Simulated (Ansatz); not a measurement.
**Debugging a many-body input for Cs2AgBiBr6 (Fm-3m)**

What is wrong with this input for Cs2AgBiBr6 (Fm-3m)?

Main program and level: Ansatz 0.2.0; G0W0 on PBE, plane waves, PAW.

In doubt: one-shot GW on d or f shells is unsure, so the values of those runs are not to be relied on.

### Step 1. Starting point

The structure is cubic, space group Fm-3m (No. 225). Conventional cell: a = 11.232 Å, b = 11.232 Å, c = 11.232 Å, α = 90.00°, β = 90.00°, γ = 90.00°. Nearest to Cs lie 12 Br at 3.97 Å. Ag has 6 Br at 2.80 Å nearest. Bi has 6 Br at 2.81 Å nearest. Nearest to Br lie 1 Ag at 2.80 Å and 1 Bi at 2.81 Å and 4 Cs at 3.97 Å. Farther neighbours and most contacts between anions are not listed.

Structure file:

```cif
data_structure
_symmetry_space_group_name_H-M 'P 1'
_symmetry_Int_Tables_number 1
_cell_length_a 7.9424
_cell_length_b 7.9424
_cell_length_c 7.9424
_cell_angle_alpha 60.000
_cell_angle_beta 60.000
_cell_angle_gamma 60.000
_cell_volume 354.27
loop_
_atom_site_label
_atom_site_type_symbol
_atom_site_fract_x
_atom_site_fract_y
_atom_site_fract_z
_atom_site_occupancy
Cs1 Cs 0.25000 0.25000 0.25000 1
Cs2 Cs 0.75000 0.75000 0.75000 1
Ag3 Ag 0.50000 0.50000 0.50000 1
Bi4 Bi 0.00000 0.00000 0.00000 1
Br5 Br 0.25055 0.74945 0.25055 1
Br6 Br 0.25055 0.74945 0.74945 1
Br7 Br 0.74945 0.25055 0.74945 1
Br8 Br 0.74945 0.25055 0.25055 1
Br9 Br 0.25055 0.25055 0.74945 1
Br10 Br 0.74945 0.74945 0.25055 1
```

The cell and positions come from the Crystallography Open Database and are kept as given unless a step says otherwise. Spin-orbit coupling is left out unless a step names it. The default PAW set here is soft_2. Its files were made with PBE.

### Step 2. First try

input.yaml

```yaml
crystal:
  lattice:
    - [0.0, 5.6161, 5.6161]
    - [5.6161, 0.0, 5.6161]
    - [5.6161, 5.6161, 0.0]
  atoms:
    - { symbol: Cs, position: [0.25, 0.25, 0.25] }
    - { symbol: Cs, position: [0.75, 0.75, 0.75] }
    - { symbol: Ag, position: [0.5, 0.5, 0.5] }
    - { symbol: Bi, position: [0.0, 0.0, 0.0] }
    - { symbol: Br, position: [0.25055, 0.74945, 0.25055] }
    - { symbol: Br, position: [0.25055, 0.74945, 0.74945] }
    - { symbol: Br, position: [0.74945, 0.25055, 0.74945] }
    - { symbol: Br, position: [0.74945, 0.25055, 0.25055] }
    - { symbol: Br, position: [0.25055, 0.25055, 0.74945] }
    - { symbol: Br, position: [0.74945, 0.74945, 0.25055] }
kpoints:
  mp_grid: { grid: [2, 2, 2] }
hamiltonian:
  xc: pbe
scf:
  occupations: { method: fixed }
gw:
  n_empty_bands: 373
  ecut_chi: 60
  qp_bands: [v3, c3]
  qp_kpoints: band_edges
  screening: { model: contour_deformation }
  q_mesh: [3, 3, 3]
```

The run is started by

```bash
$ ansatz run input.yaml --threads 3 --pin off --max-ram 92160MiB --backend cpu --events-out ev --progress --plain --runs-dir out
```

Numbers of over 12 decimals in the logs are rounded to 6 here.

Output:

```text
Error: 3 input errors — fix all and re-run
  1. invalid value for `gw.q_mesh`: axis 0: q-mesh dimension 3 must divide 2, the k-mesh dimension that kpoints.mp_grid.grid gives — every k−q must land on a point of the k-mesh
  2. invalid value for `gw.q_mesh`: axis 1: q-mesh dimension 3 must divide 2, the k-mesh dimension that kpoints.mp_grid.grid gives — every k−q must land on a point of the k-mesh
  3. invalid value for `gw.q_mesh`: axis 2: q-mesh dimension 3 must divide 2, the k-mesh dimension that kpoints.mp_grid.grid gives — every k−q must land on a point of the k-mesh
```

Wall time 0.06 s (3 threads of AMD EPYC 7R13 (Zen 3), shared host); peak memory 0.038 GiB.

**What went wrong?**

The input was rejected at the start.

The program's message: “Error: 3 input errors — fix all and re-run”

The fault: q mesh that doesn't divide the k mesh. Each q must join two points of the k mesh.

### Step 3. A better input

Now the one-shot GW correction: screening in the RPA, then the self-energy of the levels asked for.

input.yaml, as its differences from that of step 2:

```diff
@@ -23,4 +23,4 @@
 gw:
-  n_empty_bands: 373
-  ecut_chi: 60
+  n_empty_bands: 1057
+  ecut_chi: 120.0
   qp_bands: [v3, c3]
@@ -28,2 +28 @@
   screening: { model: contour_deformation }
-  q_mesh: [3, 3, 3]
```

The run is started by

```bash
$ ansatz run input.yaml --threads 3 --pin off --max-ram 92160MiB --backend cuda --events-out ev --progress --plain --runs-dir out --devices 1 --max-vram 13GiB
```

Output:

```text
GPUs: using 1 of 1 available (devices: 1).
[...]
device memory: the entry about to start is reckoned to put 4.4 GiB on a device that reports 57.4 GiB free (of which the cap on the GPU budget leaves the run 13.0 GiB)
GPU FFT provider: cuFFT
GPU libraries: cuBLAS 13.8.2, cuFFT 12.4.0, cuSOLVER 12.3.4
Crystal: 10 atoms, lattice volume = 354.270 Å³
Basis set: ecut = 420 eV, 6879 PW (Γ)
Bands: 57, of which v1, the nominal top of the filled ones, is band 47 counted from 1 (46 counted from 0)
Symmetry: 48 space group operations
[...]
k-points: 3 of 8
[...]
GPU buffer pool allocated for 157464 grid points (all kernels)
GPU transforms: local potential and band sums: pruned to the plane-wave sphere, on 54×54×54
[...]
SCF iter   1: F=—  HF=-48038.825932 eV  |F-HF|=—  |Δ(HF+E_count)|=         —  Δρ=6.39e-4  dr2=2.60e-3  ethr=1.77e-3  ⟨swp⟩=5.3  Hψ=594  notcnv=0  defer=21
[...]
0    45      3.2209   -19.8580     2.7246   -16.0215  0.7435     2.0734     2.1091  root
     0    46      3.7748   -26.6134     3.2267   -22.6073  0.7400     2.9800     2.9955  root
     0    47      3.7748   -26.6134     3.2267   -22.6073  0.7400     2.9800     2.9955  root
     0    48      6.7482    -9.4779    -3.5191   -13.3134  0.7779     7.0665     7.0646  root
     0    49      6.7482    -9.4779    -3.5191   -13.3134  0.7779     7.0665     7.0646  root
     0    50      6.7482    -9.4779    -3.5191   -13.3134  0.7779     7.0665     7.0646  root
     1    45      3.0703   -18.7968     1.7414   -16.2431  0.7524     2.2411     2.2579  root
     1    46      3.1829   -23.2056     3.1310   -19.1260  0.7392     2.2056     2.2343  root
[...]
2    47      4.4673   -24.3395     2.2863   -21.3670  0.7549     3.7712     3.7810  root
     2    48      7.2559   -10.3862    -3.6214   -14.3640  0.7676     7.6151     7.6122  root
     2    49      7.2559   -10.3862    -3.6214   -14.3640  0.7676     7.6151     7.6122  root
     2    50      7.6269   -10.8628    -3.7294   -14.9798  0.7589     8.0185     8.0144  root
[key lines of the parts left out:]
SCF converged after 6 iterations
Free energy (F): -48038.831664 eV
Fermi energy:    4.467299 eV
```

Wall time 13 s (1 × NVIDIA H100 80GB HBM3 (shared by 6 runs) with 3 threads); peak memory 2.3 GiB; 20 s of CPU time.

The column dr2 measures how far the density is from self-consistency, as an energy; F and HF (Harris–Foulkes) agree once it is small.

This step gave:

| Item | Value |
| --- | --- |
| bands summed | 1104 |
| RPA ε∞ on this mesh (eigenvalues) | 5.805, 5.805, 5.805 |
| plane waves in the screening matrix | 1067 |
| q-points in the mesh | 8 |
| G0W0 gap on the mesh | 2.225 eV |
| k of the valence top | 0, -0.5, -0.5 |
| k of the conduction bottom | 0, 0, -0.5 |
| starting gap on the mesh | 1.234 eV |
| Z at the valence top | 0.7549 |
| Z at the conduction bottom | 0.7815 |
| least direct G0W0 gap on the computed points | 3.748 eV |

The gap on the mesh goes from 1.23 eV to 2.22 eV, a correction of +0.99 eV. Between the two edge states, bare exchange in place of the xc potential would open the gap by 6.82 eV, and correlation takes back 5.83 eV.

### Step 4. Outcome

```yaml
first_try: refused after 0.06 s
better_run: G0W0 gap on the mesh 2.22 eV (2×2×2 mesh, 1057 empty bands, screening to 120 eV)
```

The second run differs in: empty bands, screening cutoff (eV) and q mesh. Bands and cutoff are finite, so the gap is not at the basis limit. The miss can reach some tenths of an eV and take either sign; the mesh is an error of its own. The 2×2×2 mesh is coarse for this cell (its supercell is 16 Å along the shortest edge). The RPA ε∞ on it, from the PBE start, is 5.81; such meshes misread the long-range screening, most where the gap is narrow. Where an edge is built on 6p states of lead, bismuth or thallium, scalar-relativistic gaps usually stand too wide, by a few tenths to over one eV. A d shell, filled or nearly so, lies near the gap. One-shot GW converges very slowly in bands there, not always from below, and on a semilocal start the gap tends to come out low; starts rich in exact exchange can overshoot instead. The many-body steps are scalar-relativistic: spin-orbit coupling is not in them.

[Paths, hosts, dates, memory and timing lines, banners, echoed tables and standing remarks are left out of the program output.]

[Logs are printed without paths, hosts, clocks, repeated set-up lines and the standing remarks that a program may print on its own settings, such as how far it seeks lower states.]

[Runs of the session that timed out or met a known fault of the program may be left out.]

[Cells called generated may have been cut or substituted from an entry of the Crystallography Open Database or the Materials Project.]

[Hosts, paths, dates, database ids (printed as entryN), source tags and the programs' standing remarks are cut or masked in the printed files.]
